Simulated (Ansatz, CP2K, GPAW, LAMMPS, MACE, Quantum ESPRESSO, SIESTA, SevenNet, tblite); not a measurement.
## tblite on liquid (Rb,Li,Na)Br at 1000 K (90 atoms): settings against a plane-wave reference

Wanted: tblite inputs and outputs for liquid (Rb,Li,Na)Br at 1000 K (90 atoms), checked against a plane-wave reference.

Calculated with tblite 0.8.0; the method is named at each step.

## 1. The structure

The cell holds 90 atoms: 12 Rb, 10 Li, 23 Na and 45 Br. Its edges and angles: a = 14.887 Å, b = 14.887 Å, c = 14.887 Å, α = 90.0°, β = 90.0°, γ = 90.0°. 90 atoms (12 Rb, 10 Li, 23 Na, 45 Br) placed at random at 2.63 g/cm³, melted at 1800 K for 10 ps at fixed volume with the Lennard-Jones and Coulomb ion parameters for SPC/E (Joung and Cheatham, J. Phys. Chem. B 112, 9020 (2008)), full charges. Snapshot at the end of a hold of 20 ps at 1000 K and fixed volume.

The yardstick, on the same geometry:

| Quantity | Value |
| --- | --- |
| method | Kohn-Sham DFT, PBE, PAW, plane waves (Ansatz 0.2.0); cutoff 420 eV, Γ point, fermi-dirac smearing of 0.05 eV; PAW set soft_2 |
| r.m.s. force component | 0.2726 eV/Å |
| longest force | 1.016 eV/Å |
| pressure | -0.1747 GPa |
| gap (highest filled to lowest empty level) | 2.943 eV |
| SCF cycles | 7 |
| time | 20 s on 8 threads of Arm Neoverse V2, shared host |
| CPU time | 2.5 min |

## 2. IPEA1-xTB

Method: IPEA1-xTB tight binding, diagonalisation.

Input file run.py:

```python
import numpy as np
from ase.io import read
from tblite.ase import TBLite

atoms = read("structure.xyz")
atoms.calc = TBLite(method="IPEA1-xTB", electronic_temperature=580, accuracy=1.0, max_iterations=250, mixer_damping=0.4, verbosity=1)
energy = atoms.get_potential_energy()
forces = atoms.get_forces()
print(f"energy {energy:.6f} eV")
print("forces (eV/A)")
for i, (a, f) in enumerate(zip(atoms, forces)):
    print(f"{i:4d} {a.symbol:2s} {f[0]:10.5f} {f[1]:10.5f} {f[2]:10.5f}")
stress = -atoms.get_stress(voigt=False) * 160.21766
print("stress (GPa, compression positive)")
for row in stress:
    print(" ".join(f"{x:10.4f}" for x in row))
print("charges (e)")
print(np.array2string(atoms.get_charges(), precision=4, suppress_small=True, max_line_width=110, threshold=100000))
```

Input file structure.xyz:

```xyz
90
Lattice="14.88690 0.00000 0.00000 0.00000 14.88690 0.00000 0.00000 0.00000 14.88690" Properties=species:S:1:pos:R:3 pbc="T T T"
Rb 0.71919 7.08572 13.99622
Rb 5.24302 8.39696 14.58484
Rb 8.35006 12.31936 10.88634
Rb 10.89900 5.05380 8.93601
Rb 11.46946 9.39378 14.61000
Rb 4.56983 5.39338 10.61719
Rb 4.53827 0.09736 4.42215
Rb 11.96103 4.66913 0.14306
Rb 6.75180 5.58125 6.03634
Rb 0.75253 5.35646 3.32990
Rb 4.07142 0.88116 13.70875
Rb 4.06264 4.16669 1.75025
Li 9.38396 9.65252 7.14601
Li 3.63523 14.83569 9.20561
Li 7.87815 1.90329 8.14864
Li 2.04308 10.52444 11.91637
Li 14.53185 1.65334 14.66092
Li 1.49405 3.93610 12.13014
Li 0.01489 0.37187 3.17210
Li 11.93155 10.83707 8.01273
Li 7.99412 11.25822 3.83174
Li 14.75872 8.41929 6.27304
Na 2.93421 7.61063 8.50742
Na 14.82854 10.26913 2.57052
Na 8.10473 1.91282 3.71488
Na 11.65882 14.56058 7.76724
Na 4.07693 9.31190 4.15062
Na 0.61126 12.58107 6.19578
Na 2.25537 11.99839 0.62168
Na 1.57235 2.58541 6.43933
Na 14.44163 10.25931 10.53457
Na 14.61477 5.07003 8.59063
Na 10.86595 6.30788 4.38747
Na 4.37332 10.65113 8.70854
Na 7.90926 8.07093 2.36925
Na 13.37692 12.77207 13.68880
Na 9.75092 1.94989 12.10752
Na 8.11798 4.12382 14.61760
Na 7.63891 14.26686 6.20441
Na 7.22149 13.15898 0.69209
Na 12.63853 2.38339 5.24242
Na 11.41915 11.99318 4.26063
Na 8.37865 7.52086 11.20269
Na 0.19502 14.86263 9.90157
Na 11.01899 14.67699 0.74047
Br 9.35627 1.61984 0.08545
Br 2.61369 2.03593 10.97016
Br 1.99127 11.87245 9.83563
Br 1.01826 14.62042 14.64603
Br 4.01797 11.38788 13.42128
Br 2.37535 5.03445 7.23384
Br 13.39523 5.03862 5.88717
Br 9.93433 9.66502 3.49291
Br 9.95874 12.53120 6.71622
Br 8.49714 8.01273 14.17456
Br 9.07892 0.71159 9.86987
[... 30 atom lines left out ...]
Br 7.28848 4.50016 9.21261
Br 1.82513 2.35139 3.46716
Br 14.28785 5.31939 11.79921
Br 13.31261 10.51417 5.95759
```

The run is started by

```console
OMP_NUM_THREADS=1 python run.py > output.txt
```

The log of the run:

```text
------------------------------------------------------------
  cycle        total energy    energy error   density error
------------------------------------------------------------
      1     -192.2910301109  -1.9212339E+02   5.4145601E-01
      2     -193.5562300418  -1.2651999E+00   3.2266242E-01
      3     -193.8800361597  -3.2380612E-01   2.2628956E-01
      4     -195.1103564808  -1.2303203E+00   6.9386188E-02
      5     -195.2026043616  -9.2247881E-02   5.3463565E-02
      6     -195.1286397062   7.3964655E-02   6.0224530E-02
      7     -195.1173059937   1.1333712E-02   6.1708771E-02
      8     -195.2838057876  -1.6649979E-01   3.3016854E-02
      9     -195.2328708512   5.0934936E-02   4.2393637E-02
     10     -194.9361135251   2.9675733E-01   8.0469487E-02
     11     -195.2913772448  -3.5526372E-01   3.0883587E-02
     12     -195.3310090497  -3.9631805E-02   1.7517779E-02
     13     -195.3335667810  -2.5577314E-03   1.6867208E-02
     14     -195.3417526439  -8.1858629E-03   1.2206481E-02
     15     -195.3481614268  -6.4087829E-03   7.2843333E-03
     16     -195.3491628797  -1.0014529E-03   5.9943802E-03
     17     -195.3508880798  -1.7252001E-03   3.3142630E-03
     18     -195.3507141894   1.7389042E-04   3.4560531E-03
     19     -195.3511830843  -4.6889484E-04   2.4263628E-03
     20     -195.3514592195  -2.7613526E-04   1.2341759E-03
     21     -195.3514306547   2.8564775E-05   1.3293168E-03
     22     -195.3515105974  -7.9942654E-05   8.2552861E-04
     23     -195.3515485765  -3.7979117E-05   2.8406958E-04
     24     -195.3515509704  -2.3939153E-06   2.0136465E-04
     25     -195.3515522089  -1.2385155E-06   1.4241168E-04
     26     -195.3515526284  -4.1945799E-07   1.1703451E-04
     27     -195.3515532052  -5.7682618E-07   7.3125228E-05
     28     -195.3515534537  -2.4843712E-07   4.1187348E-05
     29     -195.3515535336  -7.9959079E-08   2.2833794E-05
     30     -195.3515535480  -1.4420721E-08   1.5915944E-05
------------------------------------------------------------
 total:                                   4.495 sec
energy -5315.786534 eV
forces (eV/A)
   0 Rb    0.10596    0.36798    0.24329
   1 Rb   -0.33680   -0.07442    0.00489
   2 Rb   -0.43369    0.41150   -0.27592
   3 Rb    0.15799   -0.34060   -0.12596
   4 Rb   -0.04794    0.28653    0.08256
   5 Rb   -0.23097   -0.31951    0.05178
   6 Rb   -0.48401   -0.29673   -0.09068
   7 Rb    0.11250   -0.42996    0.05028
   8 Rb    0.51254    0.00798    0.76245
   9 Rb   -0.41567    0.39960    0.14720
  10 Rb   -0.29553   -0.02992   -0.27103
  11 Rb    0.50515   -0.30388   -0.20697
  12 Li   -0.34167    0.52167   -0.02782
  13 Li    0.01357   -0.21753    0.22414
  14 Li    0.06528    0.68711   -0.39074
  15 Li    0.56417   -0.06935    0.18948
  16 Li   -0.37901    0.48063    0.36378
  17 Li   -0.15420    0.06148    0.22531
  18 Li    0.62174   -0.17116    0.23607
  19 Li   -0.42289    0.25668    0.13124
  20 Li   -0.27176   -0.17107   -0.12223
  21 Li   -0.08035    0.14358    0.29254
  22 Na   -0.25234    0.17964   -0.14706
  23 Na   -0.24224    0.04737    0.02241
[...]
82 Br    0.42145   -0.04181    0.36564
  83 Br    0.39346   -0.50052   -0.53156
  84 Br   -0.30567   -0.10498    0.29590
  85 Br   -0.29973    0.22128   -0.12705
  86 Br    0.47639   -0.45514   -0.26834
  87 Br   -0.07379   -0.45933    0.32835
  88 Br    0.03768   -0.48126   -0.41268
  89 Br    0.10912   -0.09239   -0.30112
stress (GPa, compression positive)
   -2.6645    -0.1569     0.2613
   -0.1569    -3.0818    -0.1163
    0.2613    -0.1163    -2.4770
charges (e)
[-0.0415  0.0353  0.0362  0.0755  0.0603  0.0066  0.0424  0.0499  0.0621 -0.0055  0.0271  0.0119  0.2422
  0.2727  0.2446  0.2374  0.2426  0.2823  0.2328  0.2471  0.2304  0.2532  0.3461  0.3539  0.3775  0.338
  0.3377  0.3446  0.3426  0.3422  0.295   0.3387  0.3398  0.3333  0.3449  0.3734  0.3292  0.3548  0.3196
  0.3398  0.3521  0.3257  0.3324  0.3472  0.342  -0.2502 -0.2013 -0.2466 -0.2311 -0.2387 -0.256  -0.2388
 -0.2424 -0.2346 -0.2417 -0.2306 -0.2331 -0.2331 -0.2334 -0.2516 -0.2411 -0.1915 -0.2557 -0.2405 -0.247
 -0.2496 -0.2372 -0.2429 -0.2431 -0.2227 -0.2281 -0.239  -0.2338 -0.248  -0.248  -0.2444 -0.2538 -0.2315
 -0.2426 -0.2316 -0.2468 -0.2365 -0.2414 -0.2262 -0.2492 -0.2397 -0.2311 -0.2364 -0.2293 -0.2243]
```

It took 5 s on 1 thread of Arm Neoverse V2, shared host; peak memory 0.17 GiB.

Banners, paths, timers and routine set-up lines are dropped from the logs unmarked, and long logs keep their key lines alone; longer cuts are marked.

Numbers from this run, and their distance from the reference:

```yaml
r_m_s_force_component: 0.2759 eV/Å
r_m_s_difference_of_force_components: 138.1 meV/Å
longest_difference_of_force_vectors: 563.2 meV/Å
force_difference_over_r_m_s_force: 50.65 %
slope_of_forces_against_the_reference_s: 0.8837
correlation_of_force_components: 0.8733
pressure: -2.741 GPa
pressure_difference: -2.566 GPa
```

Length of the force difference by element (eV/Å):

| element | atoms | mean | most |
| --- | --- | --- | --- |
| Br | 45 | 0.21 | 0.45 |
| Li | 10 | 0.38 | 0.56 |
| Na | 23 | 0.15 | 0.35 |
| Rb | 12 | 0.20 | 0.32 |

The surroundings of Br57, picked at random, nearest first, numbered as they follow in the input and with coordinates relative to it.

| atom | x | y | z | distance (Å) | Mulliken charge (e) | Fx | Fy | Fz (eV/Å) |
| --- | --- | --- | --- | --- | --- | --- | --- | --- |
| Br57 | 0.00 | 0.00 | 0.00 | 0.00 | -0.23 | -0.22 | -0.15 | -0.01 |
| Li13 | -0.82 | 2.24 | 0.39 | 2.42 | 0.24 | -0.34 | 0.52 | -0.03 |
| Na33 | 0.66 | -1.10 | -2.37 | 2.70 | 0.34 | 0.25 | 0.09 | -0.09 |
| Rb4 | 0.70 | -2.36 | 2.18 | 3.29 | 0.08 | 0.16 | -0.34 | -0.13 |
| Br84 | -0.31 | 2.52 | 2.97 | 3.91 | -0.23 | 0.39 | -0.50 | -0.53 |
| Rb9 | -3.45 | -1.83 | -0.72 | 3.97 | 0.06 | 0.51 | 0.01 | 0.76 |
| Br53 | -0.27 | 2.25 | -3.26 | 3.98 | -0.24 | 0.10 | 0.00 | -0.23 |
| Li20 | 1.73 | 3.43 | 1.26 | 4.04 | 0.25 | -0.42 | 0.26 | 0.13 |
| Br52 | 3.19 | -2.37 | -0.87 | 4.07 | -0.24 | -0.15 | 0.26 | -0.02 |
| Br78 | -3.12 | 2.52 | -0.94 | 4.12 | -0.23 | 0.00 | -0.09 | 0.03 |

Atoms are counted from 1 here, from 0 in the log.

Forces lie 51 % from the reference's, at 0.033 times its CPU time (on 1 against 8 cores).

## 3. GFN1-xTB

Method: GFN1-xTB tight binding, diagonalisation.

run.py: that of step 2 with these lines changed.

```diff
@@ -5,3 +5,3 @@
 atoms = read("structure.xyz")
-atoms.calc = TBLite(method="IPEA1-xTB", electronic_temperature=580, accuracy=1.0, max_iterations=250, mixer_damping=0.4, verbosity=1)
+atoms.calc = TBLite(method="GFN1-xTB", electronic_temperature=580, accuracy=1.0, max_iterations=250, mixer_damping=0.4, verbosity=1)
 energy = atoms.get_potential_energy()
```

structure.xyz is that of step 2.

The log of the run:

```text
------------------------------------------------------------
  cycle        total energy    energy error   density error
------------------------------------------------------------
      1     -192.6435273090  -1.9245041E+02   5.4127720E-01
      2     -143.6263608720   4.9017166E+01   4.2920796E-01
      3     -72.89963094117   7.0726730E+01   5.8646085E-01
[...]
19     -194.1236903593  -2.8815010E-06   8.9934452E-06
     20     -194.1236903372   2.2102313E-08   8.1657108E-06
------------------------------------------------------------
 total:                                   3.767 sec
energy -5282.374674 eV
forces (eV/A)
   0 Rb    0.15511    0.31451    0.29920
   1 Rb   -0.21758   -0.15918   -0.09827
   2 Rb   -0.39184    0.34917   -0.17479
[...]
88 Br    0.09997   -0.41800   -0.45183
  89 Br    0.13923   -0.19646   -0.31688
stress (GPa, compression positive)
   -1.7675    -0.1330     0.1898
   -0.1330    -2.1048    -0.1381
    0.1898    -0.1381    -1.6142
charges (e)
[ 0.4691  0.4513  0.4699  0.4648  0.4606  0.4571  0.4777  0.4545  0.4586  0.466   0.4737  0.4593  0.0772
  0.0588  0.0032 -0.0195  0.057   0.052   0.0348  0.0834  0.0003  0.0298  0.4765  0.4744  0.4708  0.4956
  0.4629  0.507   0.4749  0.4806  0.507   0.4726  0.4659  0.49    0.4642  0.4867  0.4654  0.4299  0.5071
  0.453   0.4692  0.5076  0.4519  0.5025  0.467  -0.4297 -0.302  -0.3398 -0.3411 -0.3759 -0.4192 -0.4006
 -0.3537 -0.3365 -0.4336 -0.3473 -0.3473 -0.3389 -0.3651 -0.4298 -0.3632 -0.3146 -0.4201 -0.4288 -0.4231
 -0.349  -0.3635 -0.4384 -0.4287 -0.3296 -0.3657 -0.3446 -0.3708 -0.3853 -0.4263 -0.3625 -0.4166 -0.3281
 -0.4237 -0.3656 -0.3822 -0.3788 -0.427  -0.3309 -0.3754 -0.4085 -0.3791 -0.3755 -0.3559 -0.3003]
```

Elapsed: 4.3 s, on 1 thread; peak memory 0.17 GiB.

Compared with the plane-wave run:

```
r.m.s. force component                  : 0.2403 eV/Å
r.m.s. difference of force components   : 88.03 meV/Å
longest difference of force vectors     : 348.3 meV/Å
force difference over r.m.s. force      : 32.29 %
slope of forces against the reference's : 0.8362
correlation of force components         : 0.9488
pressure                                : -1.829 GPa
pressure difference                     : -1.654 GPa
```

Against the first run (51 %), the force difference from the reference is 32 %, at 0.85 times the CPU time (20 SCF steps against 30).

## 4. Side by side

Differences are against the plane-wave reference, forces as r.m.s. over components; share is that over the reference's r.m.s. force, slope the least-squares factor from reference forces to these. Total energies of different programs have different zeros and aren't compared.

| run | Δ force, r.m.s. (meV/Å) | share (%) | slope | Δ pressure (GPa) | cores | CPU time | memory (GiB) |
| --- | --- | --- | --- | --- | --- | --- | --- |
| reference | - | - | - | - | 8 | 2.5 min | 3.9 |
| tblite IPEA1-xTB | 138 | 50.6 | 0.884 | -2.57 | 1 | 5 s | 0.17 |
| tblite GFN1-xTB | 88.0 | 32.3 | 0.836 | -1.65 | 1 | 4.3 s | 0.17 |

CPU time is summed over cores on a shared host, where runs went side by side, so it is rough. Symmetry, cutoffs, thresholds, outputs and thread counts weren't matched or tuned between programs; memory under MPI is the largest rank's times the ranks.

Mean charges by element (e), by run and scheme:

| run | scheme | Rb | Li | Na | Br |
| --- | --- | --- | --- | --- | --- |
| reference | Löwdin | +0.76 | +0.64 | +0.68 | -0.64 |
| tblite IPEA1-xTB | Mulliken | +0.03 | +0.25 | +0.34 | -0.24 |
| tblite GFN1-xTB | Mulliken | +0.46 | +0.04 | +0.48 | -0.38 |

The reference's Löwdin charges lack the electrons that the projection spills, 0.025 e an atom on average.

## 5. Results

```
nearest in forces : tblite GFN1-xTB, 32 %
its CPU time      : 4.3 s
```

Tight binding differs by 32 % (tblite GFN1-xTB) to 51 % (tblite IPEA1-xTB); it is another model, with fitted parameters of its own, and the xTB methods hold dispersion. IPEA1-xTB was fitted to ionisation energies and electron affinities, not to forces or charges. Of the electronic-structure runs that take under half the reference's CPU time, tblite GFN1-xTB comes nearest, at 32 % in 4.3 s against 2.5 min; its pressure misses by -1.7 GPa. Charges hang on model, scheme and program or settings: among these rows the mean for Rb runs from +0.03 to +0.76 e. Periodic xTB results under one method name differ between programs and library versions. The frame stands for 1000 K, but pressures are static and levels are smeared at 580 K. The network of bonds at the start is that of the classical potential that made the cell, and needn't be the one that DFT or experiment would give. The ion parameters were fitted for water, not for melts, so the starting structure of this cell may lie well off the real melt's. The electronic-structure runs sample only Γ, in a cell whose shortest periodic width is 15 Å.

[Also dropped from logs without a mark: logging warnings of Python, and SIESTA's first energy breakdown and zero terms.]

[Logs are printed without paths, hosts, clocks, repeated set-up lines and the standing remarks that a program may print on its own settings, such as how far it seeks lower states.]

[Hosts, paths, dates, database ids (printed as entryN), source tags and the programs' standing remarks are cut or masked in the printed files.]
